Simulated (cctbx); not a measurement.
## Cr2FeTe3S with cctbx, script by script

Library: cctbx 2025.11. The data are simulated by the first script.

## 1. Simulate the data

run.py:

```python
from cctbx import adptbx, crystal, miller, sgtbx, xray
from cctbx.array_family import flex
from iotbx.shelx import hklf
from scitbx import matrix
import scitbx.random

cs = crystal.symmetry(unit_cell=(12.484, 3.49, 6.239, 90, 117.53, 90), space_group_symbol='Hall: C -2y')  # Cm
atoms = [  # label, site, U (iso, or U11 U22 U33 U12 U13 U23 in A^2), occupancy
    ("Te1", (0.616, 0.5, 0.4494), (0.0089, 0.0086, 0.0095, 0.0000, 0.0046, 0.0000), 1),
    ("Te2", (0.8853, 0, 0.5639), (0.0047, 0.0060, 0.0048, 0.0000, 0.0016, 0.0000), 1),
    ("Te3", (0.8812, 0.5, 0.0375), (0.0083, 0.0105, 0.0088, 0.0000, 0.0044, 0.0000), 1),
    ("Fe1", (0.5153, 0.5, 0.9913), (0.0084, 0.0055, 0.0049, 0.0000, 0.0004, 0.0000), 1),
    ("Cr1", (0.7598, 0.5, 0.2738), (0.0142, 0.0101, 0.0116, 0.0000, 0.0073, 0.0000), 1),
    ("Cr2", (0.7387, 0, 0.7334), (0.0149, 0.0196, 0.0149, 0.0000, 0.0061, 0.0000), 1),
    ("S1", (0.6239, 0, 0.9768), (0.0161, 0.0105, 0.0114, 0.0000, 0.0074, 0.0000), 1),
]
xs = xray.structure(crystal_symmetry=cs)
for label, site, u, occ in atoms:
    u = adptbx.u_cif_as_u_star(cs.unit_cell(), u) if isinstance(u, tuple) else u
    xs.add_scatterer(xray.scatterer(label, site=site, u=u, occupancy=occ))
xs.set_inelastic_form_factors(0.7749, "sasaki")
xs.show_summary()
p1 = xs.expand_to_p1()
ms = miller.build_set(p1, anomalous_flag=True, d_min=0.8)
flex.set_random_seed(170144)
scitbx.random.set_random_seed(170144)
ms = ms.select(flex.random_double(ms.size()) < 0.5)
i = ms.structure_factors_from_scatterers(p1, algorithm="direct").f_calc().as_intensity_array().data()
i = i / flex.sqrt(1 + 0.3 * i / flex.max(i))  # extinction
i = i * 5000 / flex.max(i)
sig = flex.sqrt(i + flex.pow2(0.06 * i) + 2 ** 2)
noise = scitbx.random.variate(scitbx.random.normal_distribution())(i.size())
data = ms.array(data=i + sig * noise, sigmas=sig).set_observation_type_xray_intensity()
with open("data.hkl", "w") as f:
    data.export_as_shelx_hklf(f)
print("reflections written:", data.size(), " <I/sigma> = %.1f" % flex.mean(data.data() / data.sigmas()))
for h, a, b in list(data.sort("data"))[:12]:
    print("%4d%4d%4d %9.1f %7.1f" % (h + (a, b)))
```

```console
$ python run.py
```

```text
Number of scatterers: 7
At special positions: 7
Unit cell: (12.484, 3.49, 6.239, 90, 117.53, 90)
Space group: C 1 m 1 (No. 8)
reflections written: 975  <I/sigma> = 5.3
   0  -2   0    4828.0   308.2
  -3   1   3    4821.5   302.0
   4   0  -2    4558.8   264.7
  -4   0   2    4511.3   263.4
  -1   1  -1    3908.6   242.6
   1  -1   1    3752.0   244.3
   2   0   2    3631.9   217.4
  -5  -1   1    3458.1   212.6
  -8   0   0    3277.9   196.1
   4   2  -2    2508.7   153.8
   4  -2  -2    2499.8   153.8
  -4  -2   2    2384.4   152.8
```

It took 0.36 s on 1 thread of Arm Neoverse V1, with other jobs on the host, peak memory 0.07 GiB.

## 2. Refinement (right model, isotropic)

run.py:

```python
import math
from cctbx import adptbx, crystal, maptbx, sgtbx, xray
from cctbx.array_family import flex
from cctbx.xray import observations
from iotbx.shelx import hklf
from scitbx.lstbx import normal_eqns_solving
from smtbx import absolute_structure, utils
from smtbx.refinement import constraints, least_squares

cs = crystal.symmetry(unit_cell=(12.484, 3.49, 6.239, 90, 117.53, 90), space_group_symbol='Hall: C -2y')  # Cm
atoms = [  # label, site, U (iso, or U11 U22 U33 U12 U13 U23 in A^2), occupancy
    ("Te1", (0.6176, 0.5, 0.449), 0.0200, 1),
    ("Te2", (0.8882, 0, 0.5685), 0.0200, 1),
    ("Te3", (0.8797, 0.5, 0.0309), 0.0200, 1),
    ("Fe1", (0.516, 0.5, 0.9873), 0.0200, 1),
    ("Cr1", (0.7613, 0.5, 0.2903), 0.0200, 1),
    ("Cr2", (0.7427, 0, 0.7477), 0.0200, 1),
    ("S1", (0.6219, 0, 0.9758), 0.0200, 1),
]
xs = xray.structure(crystal_symmetry=cs)
for label, site, u, occ in atoms:
    u = adptbx.u_cif_as_u_star(cs.unit_cell(), u) if isinstance(u, tuple) else u
    xs.add_scatterer(xray.scatterer(label, site=site, u=u, occupancy=occ))
xs.set_inelastic_form_factors(0.7749, "sasaki")
raw = hklf.reader(file_name="data.hkl").as_miller_arrays(crystal_symmetry=cs, anomalous=True)[0]
merged = raw.eliminate_sys_absent().merge_equivalents()
fo2 = merged.array().set_observation_type_xray_intensity()
print("Rint %.3f, %d unique reflections to %.2f A" % (merged.r_int(), fo2.size(), fo2.d_min()))
for sc in xs.scatterers():
    sc.flags.set_grad_site(True)
    sc.flags.set_grad_u_aniso(sc.flags.use_u_aniso())
    sc.flags.set_grad_u_iso(sc.flags.use_u_iso())
obs = fo2.as_xray_observations()
extra = {}
rep = constraints.reparametrisation(xs, [], utils.connectivity_table(xs), **extra)
ls = least_squares.crystallographic_ls(obs, rep, weighting_scheme=least_squares.mainstream_shelx_weighting(a=0, b=0))
print("cycle     R1     wR2    GooF  max shift (A)")
for cycle in range(8):
    ls.build_up()
    r1, wr2, goof = ls.r1_factor(cutoff_factor=2)[0], ls.wR2(), ls.goof()
    old = xs.sites_cart()
    normal_eqns_solving.levenberg_marquardt_iterations(ls, n_max_iterations=3, tau=1e-06, step_threshold=1e-7)
    big = flex.max((xs.sites_cart() - old).norms())
    print("%4d %7.4f %7.4f %7.3f %9.5f" % (cycle + 1, r1, wr2, goof, big))
    ls.build_up(objective_only=True)
    if abs(ls.wR2() - wr2) < 5e-5 and big < 5e-4:
        break
ls.build_up()
print("final R1 %.4f wR2 %.4f GooF %.3f  parameters %d  data/parameter %.1f" % (ls.r1_factor(cutoff_factor=2)[0], ls.wR2(), ls.goof(), ls.n_parameters, fo2.size() / ls.n_parameters))
cov = ls.covariance_matrix_and_annotations()
su = dict(zip(cov.annotations, (math.sqrt(max(v, 0)) for v in cov.matrix.matrix_packed_u_diagonal())))
a2 = cs.unit_cell().reciprocal_parameters()[0] ** -2
print("atom        x        y        z      Ueq    occ   su(xyz)  su(Uiso or U11)")
for sc in xs.scatterers():
    s = max(su.get(sc.label + k, 0) for k in (".x", ".y", ".z"))
    npd = "" if sc.is_positive_definite_u(cs.unit_cell()) else "  NPD"
    print("%-5s %8.5f %8.5f %8.5f %8.4f %6.3f %8.5f %7.4f%s" % ((sc.label,) + sc.site + (sc.u_iso_or_equiv(cs.unit_cell()), sc.occupancy, s, su.get(sc.label + ".uiso", su.get(sc.label + ".u11", 0) * a2), npd)))
fo = fo2.f_sq_as_f()
fc = fo.structure_factors_from_scatterers(xs, algorithm="direct").f_calc()
diff = fo.f_obs_minus_f_calc(1 / math.sqrt(ls.scale_factor()), fc).average_bijvoet_mates()
m = diff.fft_map(symmetry_flags=maptbx.use_space_group_symmetry, resolution_factor=0.25).apply_volume_scaling()
print("difference map: max %.2f min %.2f rms %.2f" % (m.statistics().max(), m.statistics().min(), m.statistics().sigma()))
peaks = m.peak_search(parameters=maptbx.peak_search_parameters(min_distance_sym_equiv=0.6, max_clusters=6)).all()
near = xs.closest_distances(peaks.sites(), distance_cutoff=4)
sps = cs.special_position_settings(min_distance_sym_equiv=0.5)
for k, (x, h) in enumerate(zip(peaks.sites(), peaks.heights())):
    ss = sps.site_symmetry(x)
    print("Q%-3d %7.4f %7.4f %7.4f %4d %7.2f  %.2f A from %s" % ((k + 1,) + tuple(t % 1 for t in ss.exact_site()) + (ss.multiplicity(), h, near.smallest_distances[k], xs.scatterers()[near.i_seqs[k]].label)))
```

```console
$ python run.py
```

```text
Rint 0.039, 391 unique reflections to 0.80 A
cycle     R1     wR2    GooF  max shift (A)
   1  0.1296  0.3031   3.875   0.10013
   2  0.0348  0.0875   1.118   0.00104
   3  0.0348  0.0875   1.118   0.00001
final R1 0.0348 wR2 0.0875 GooF 1.118  parameters 21  data/parameter 18.6
atom        x        y        z      Ueq    occ   su(xyz)  su(Uiso or U11)
Te1    0.61684  0.50000  0.45008   0.0088  1.000  0.00025  0.0004
Te2    0.88652  0.00000  0.56486   0.0049  1.000  0.00022  0.0003
Te3    0.88226  0.50000  0.03829   0.0096  1.000  0.00022  0.0004
Fe1    0.51605  0.50000  0.99166   0.0069  1.000  0.00060  0.0007
Cr1    0.76170  0.50000  0.27465   0.0102  1.000  0.00064  0.0008
Cr2    0.74031  0.00000  0.73403   0.0166  1.000  0.00090  0.0008
S1     0.62492  0.00000  0.97926   0.0116  1.000  0.00126  0.0012
difference map: max 1.27 min -2.21 rms 0.42
Q1    0.0970  0.5000  0.7970    2    1.35  1.02 A from S1
Q2    0.3214  0.1692  0.8619    4    1.32  1.17 A from Te3
Q3    0.0079  0.2625  0.5039    4    1.23  1.80 A from Te1
Q4    0.0264  0.5000  0.6566    2    1.14  1.81 A from S1
Q5    0.9992  0.0000  0.8474    2    1.13  0.82 A from Fe1
Q6    0.4690  0.3380  0.7687    4    1.12  1.34 A from Te2
```

Time: 0.68 s.

## 3. Refinement (right model, anisotropic)

run.py, as its changes from the last script of this kind:

```diff
@@ -12,7 +12,7 @@
-    ("Te1", (0.6176, 0.5, 0.449), 0.0200, 1),
-    ("Te2", (0.8882, 0, 0.5685), 0.0200, 1),
-    ("Te3", (0.8797, 0.5, 0.0309), 0.0200, 1),
-    ("Fe1", (0.516, 0.5, 0.9873), 0.0200, 1),
-    ("Cr1", (0.7613, 0.5, 0.2903), 0.0200, 1),
-    ("Cr2", (0.7427, 0, 0.7477), 0.0200, 1),
-    ("S1", (0.6219, 0, 0.9758), 0.0200, 1),
+    ("Te1", (0.61684, 0.5, 0.45008), 0.0088, 1),
+    ("Te2", (0.88652, 0, 0.56486), 0.0049, 1),
+    ("Te3", (0.88226, 0.5, 0.03829), 0.0096, 1),
+    ("Fe1", (0.51605, 0.5, 0.99166), 0.0069, 1),
+    ("Cr1", (0.7617, 0.5, 0.27465), 0.0102, 1),
+    ("Cr2", (0.74031, 0, 0.73403), 0.0166, 1),
+    ("S1", (0.62492, 0, 0.97926), 0.0116, 1),
@@ -24,0 +25 @@
+xs.convert_to_anisotropic()
@@ -57,0 +59,4 @@
+fc = fo2.structure_factors_from_scatterers(xs, algorithm="direct").f_calc()
+absolute_structure.flack_analysis(xs, fo2.as_xray_observations()).show()
+h = absolute_structure.hooft_analysis(fo2, fc, scale_factor=ls.scale_factor())
+print("Hooft y: %.3f(%.0f)  Bijvoet pairs: %d" % (h.hooft_y, 1000 * h.sigma_y, h.n_bijvoet_pairs))
```

```console
$ python run.py
```

```text
Rint 0.039, 391 unique reflections to 0.80 A
cycle     R1     wR2    GooF  max shift (A)
   1  0.0348  0.0875   1.152   0.00915
   2  0.0321  0.0808   1.064   0.00123
   3  0.0321  0.0808   1.064   0.00020
final R1 0.0321 wR2 0.0808 GooF 1.064  parameters 42  data/parameter 9.3
atom        x        y        z      Ueq    occ   su(xyz)  su(Uiso or U11)
Te1    0.61695  0.50000  0.45050   0.0086  1.000  0.00031  0.0007
Te2    0.88644  0.00000  0.56471   0.0051  1.000  0.00025  0.0007
Te3    0.88218  0.50000  0.03802   0.0089  1.000  0.00026  0.0008
Fe1    0.51633  0.50000  0.99242   0.0081  1.000  0.00081  0.0016
Cr1    0.76162  0.50000  0.27452   0.0113  1.000  0.00069  0.0025
Cr2    0.74044  0.00000  0.73408   0.0162  1.000  0.00092  0.0024
S1     0.62459  0.00000  0.97739   0.0145  1.000  0.00187  0.0047
Flack x: 0.14(19)
Hooft y: 0.132(230)  Bijvoet pairs: 132
difference map: max 1.22 min -1.56 rms 0.40
Q1    0.3220  0.1789  0.8613    4    1.28  1.18 A from Te3
Q2    0.0998  0.5000  0.8081    2    1.21  0.95 A from S1
Q3    0.0080  0.2454  0.5071    4    1.20  1.78 A from Te1
Q4    0.4189  0.0000  0.1972    2    1.11  0.88 A from Te3
Q5    0.1779  0.1727  0.0971    4    1.05  1.27 A from Cr1
Q6    0.3927  0.2506  0.2227    4    1.05  1.40 A from Te3
```

Time: 1.2 s.

## 4. Refinement

run.py, as its changes from the last script of this kind:

```diff
@@ -12,7 +12,7 @@
-    ("Te1", (0.61684, 0.5, 0.45008), 0.0088, 1),
-    ("Te2", (0.88652, 0, 0.56486), 0.0049, 1),
-    ("Te3", (0.88226, 0.5, 0.03829), 0.0096, 1),
-    ("Fe1", (0.51605, 0.5, 0.99166), 0.0069, 1),
-    ("Cr1", (0.7617, 0.5, 0.27465), 0.0102, 1),
-    ("Cr2", (0.74031, 0, 0.73403), 0.0166, 1),
-    ("S1", (0.62492, 0, 0.97926), 0.0116, 1),
+    ("Te1", (0.587, 0.5, 0.3754), 0.0200, 1),
+    ("Te2", (0.9357, 0, 0.6589), 0.0200, 1),
+    ("Te3", (0.9307, 0.5, 0.1088), 0.0200, 1),
+    ("Fe1", (0.5478, 0.5, 1.0062), 0.0200, 1),
+    ("Cr1", (0.7578, 0.5, 0.2336), 0.0200, 1),
+    ("Cr2", (0.7067, 0, 0.7745), 0.0200, 1),
+    ("S1", (0.6329, 0, 1.016), 0.0200, 1),
@@ -25 +24,0 @@
-xs.convert_to_anisotropic()
@@ -39 +38 @@
-for cycle in range(8):
+for cycle in range(10):
@@ -43 +42 @@
-    normal_eqns_solving.levenberg_marquardt_iterations(ls, n_max_iterations=3, tau=1e-06, step_threshold=1e-7)
+    normal_eqns_solving.levenberg_marquardt_iterations(ls, n_max_iterations=3, tau=0.0001, step_threshold=1e-7)
@@ -59,4 +57,0 @@
-fc = fo2.structure_factors_from_scatterers(xs, algorithm="direct").f_calc()
-absolute_structure.flack_analysis(xs, fo2.as_xray_observations()).show()
-h = absolute_structure.hooft_analysis(fo2, fc, scale_factor=ls.scale_factor())
-print("Hooft y: %.3f(%.0f)  Bijvoet pairs: %d" % (h.hooft_y, 1000 * h.sigma_y, h.n_bijvoet_pairs))
```

```console
$ python run.py
```

```text
Rint 0.039, 391 unique reflections to 0.80 A
cycle     R1     wR2    GooF  max shift (A)
   1  0.7131  0.9355  11.960   0.07632
   2  0.6228  0.8836  11.297   0.10500
   3  0.5396  0.8277  10.582   0.19062
   4  0.4462  0.7396   9.456   0.10176
   5  0.3925  0.6838   8.742   0.07061
   6  0.3494  0.6393   8.174   0.01323
   7  0.3434  0.6338   8.103   0.01331
   8  0.3390  0.6296   8.049   0.01351
   9  0.3355  0.6263   8.006   0.01329
  10  0.3327  0.6235   7.972   0.01291
final R1 0.3305 wR2 0.6213 GooF 7.943  parameters 21  data/parameter 18.6
atom        x        y        z      Ueq    occ   su(xyz)  su(Uiso or U11)
Te1    0.58418  0.50000  0.40182   0.0574  1.000  0.00518  0.0078
Te2    0.93706  0.00000  0.61290   0.0001  1.000  0.00263  0.0026
Te3    0.93627  0.50000  0.13135   0.0188  1.000  0.00282  0.0045
Fe1    0.56189  0.50000  1.03182   0.0194  1.000  0.00665  0.0081
Cr1    0.71826  0.50000  0.23242   0.0109  1.000  0.00690  0.0081
Cr2    0.70553  0.00000  0.72787   0.0001  1.000  0.00590  0.0061
S1     0.64388  0.00000  1.02444   0.0244  1.000  0.01339  0.0148
difference map: max 69.42 min -27.83 rms 5.38
Q1    0.4399  0.5000  0.6079    2   71.74  0.06 A from Te2
Q2    0.1954  0.5000  0.7172    2   48.58  0.11 A from Cr2
Q3    0.4436  0.0000  0.1390    2   47.54  0.08 A from Te3
Q4    0.0735  0.0000  0.4289    2   46.67  0.26 A from Te1
Q5    0.3097  0.0000  0.6427    2   29.75  2.27 A from Cr1
Q6    0.1857  0.0000  0.1699    2   26.64  0.41 A from Cr1
```

Time: 1.8 s.

This run holds a fault made on purpose: start far from the minimum.

## 5. Refinement

run.py, as its changes from the last script of this kind:

```diff
@@ -12,7 +12,7 @@
-    ("Te1", (0.587, 0.5, 0.3754), 0.0200, 1),
-    ("Te2", (0.9357, 0, 0.6589), 0.0200, 1),
-    ("Te3", (0.9307, 0.5, 0.1088), 0.0200, 1),
-    ("Fe1", (0.5478, 0.5, 1.0062), 0.0200, 1),
-    ("Cr1", (0.7578, 0.5, 0.2336), 0.0200, 1),
-    ("Cr2", (0.7067, 0, 0.7745), 0.0200, 1),
-    ("S1", (0.6329, 0, 1.016), 0.0200, 1),
+    ("Te1", (0.61684, 0.5, 0.45008), 0.0088, 1),
+    ("Te2", (0.88652, 0, 0.56486), 0.0049, 1),
+    ("Te3", (0.88226, 0.5, 0.03829), 0.0096, 1),
+    ("Fe1", (0.51605, 0.5, 0.99166), 0.0069, 1),
+    ("Cr1", (0.7617, 0.5, 0.27465), 0.0102, 1),
+    ("Cr2", (0.74031, 0, 0.73403), 0.0166, 1),
+    ("S1", (0.62492, 0, 0.97926), 0.0116, 1),
@@ -24,0 +25 @@
+xs.convert_to_anisotropic()
@@ -26 +27 @@
-merged = raw.eliminate_sys_absent().merge_equivalents()
+merged = raw.eliminate_sys_absent().resolution_filter(d_min=2).merge_equivalents()
@@ -38 +39 @@
-for cycle in range(10):
+for cycle in range(12):
@@ -42 +43 @@
-    normal_eqns_solving.levenberg_marquardt_iterations(ls, n_max_iterations=3, tau=0.0001, step_threshold=1e-7)
+    normal_eqns_solving.levenberg_marquardt_iterations(ls, n_max_iterations=3, tau=1e-06, step_threshold=1e-7)
```

```console
$ python run.py
```

```text
Rint 0.032, 28 unique reflections to 2.03 A
cycle     R1     wR2    GooF  max shift (A)
   1  0.0340  0.0810   0.000   0.02098
   2  0.0077  0.0257   0.000   0.00700
   3  0.0074  0.0253   0.000   0.01129
   4  0.0073  0.0250   0.000   0.00524
   5  0.0071  0.0249   0.000   0.01016
   6  0.0072  0.0248   0.000   0.00764
   7  0.0070  0.0245   0.000   0.00714
   8  0.0069  0.0243   0.000   0.00750
   9  0.0069  0.0241   0.000   0.00433
  10  0.0068  0.0240   0.000   0.00438
  11  0.0068  0.0239   0.000   0.00853
  12  0.0069  0.0237   0.000   0.00661
final R1 0.0067 wR2 0.0234 GooF 0.000  parameters 42  data/parameter 0.7
RuntimeError: scitbx Error:  SCITBX_ASSERT(!cholesky.failure) failure in index: 30
```

Time: 2.4 s.

This run holds a fault made on purpose: data cut at low resolution.

## 6. Refinement

run.py, as its changes from the last script of this kind:

```diff
@@ -15 +15 @@
-    ("Fe1", (0.51605, 0.5, 0.99166), 0.0069, 1),
+    ("Ni1", (0.51605, 0.5, 0.99166), 0.0069, 1),
@@ -27 +27 @@
-merged = raw.eliminate_sys_absent().resolution_filter(d_min=2).merge_equivalents()
+merged = raw.eliminate_sys_absent().merge_equivalents()
```

```console
$ python run.py
```

```text
Rint 0.039, 391 unique reflections to 0.80 A
cycle     R1     wR2    GooF  max shift (A)
   1  0.0403  0.1006   1.324   0.01548
   2  0.0325  0.0827   1.089   0.00255
   3  0.0325  0.0827   1.089   0.00044
final R1 0.0325 wR2 0.0827 GooF 1.089  parameters 42  data/parameter 9.3
atom        x        y        z      Ueq    occ   su(xyz)  su(Uiso or U11)
Te1    0.61698  0.50000  0.45069   0.0083  1.000  0.00031  0.0007
Te2    0.88638  0.00000  0.56464   0.0048  1.000  0.00026  0.0007
Te3    0.88209  0.50000  0.03786   0.0082  1.000  0.00026  0.0008
Ni1    0.51650  0.50000  0.99278   0.0132  1.000  0.00080  0.0017
Cr1    0.76194  0.50000  0.27463   0.0111  1.000  0.00071  0.0026
Cr2    0.74064  0.00000  0.73420   0.0152  1.000  0.00093  0.0023
S1     0.62402  0.00000  0.97595   0.0154  1.000  0.00202  0.0049
difference map: max 1.30 min -1.92 rms 0.40
Q1    0.1009  0.5000  0.8134    2    1.36  0.92 A from S1
Q2    0.3229  0.1805  0.8625    4    1.22  1.18 A from Te3
Q3    0.0280  0.5000  0.6580    2    1.16  1.78 A from S1
Q4    0.0113  0.2396  0.5191    4    1.15  1.77 A from Te1
Q5    0.4180  0.0000  0.1922    2    1.14  0.85 A from Te3
Q6    0.2469  0.2296  0.0886    4    1.13  1.35 A from Cr1
```

Run time: 1.1 s on 1 thread of Arm Neoverse V1 (shared host), peak memory 0.09 GiB.

This run holds a fault made on purpose: wrong element: Ni1 is Fe.

[Logs are printed without paths, hosts, clocks, repeated set-up lines and the standing remarks that a program may print on its own settings, such as how far it seeks lower states.]
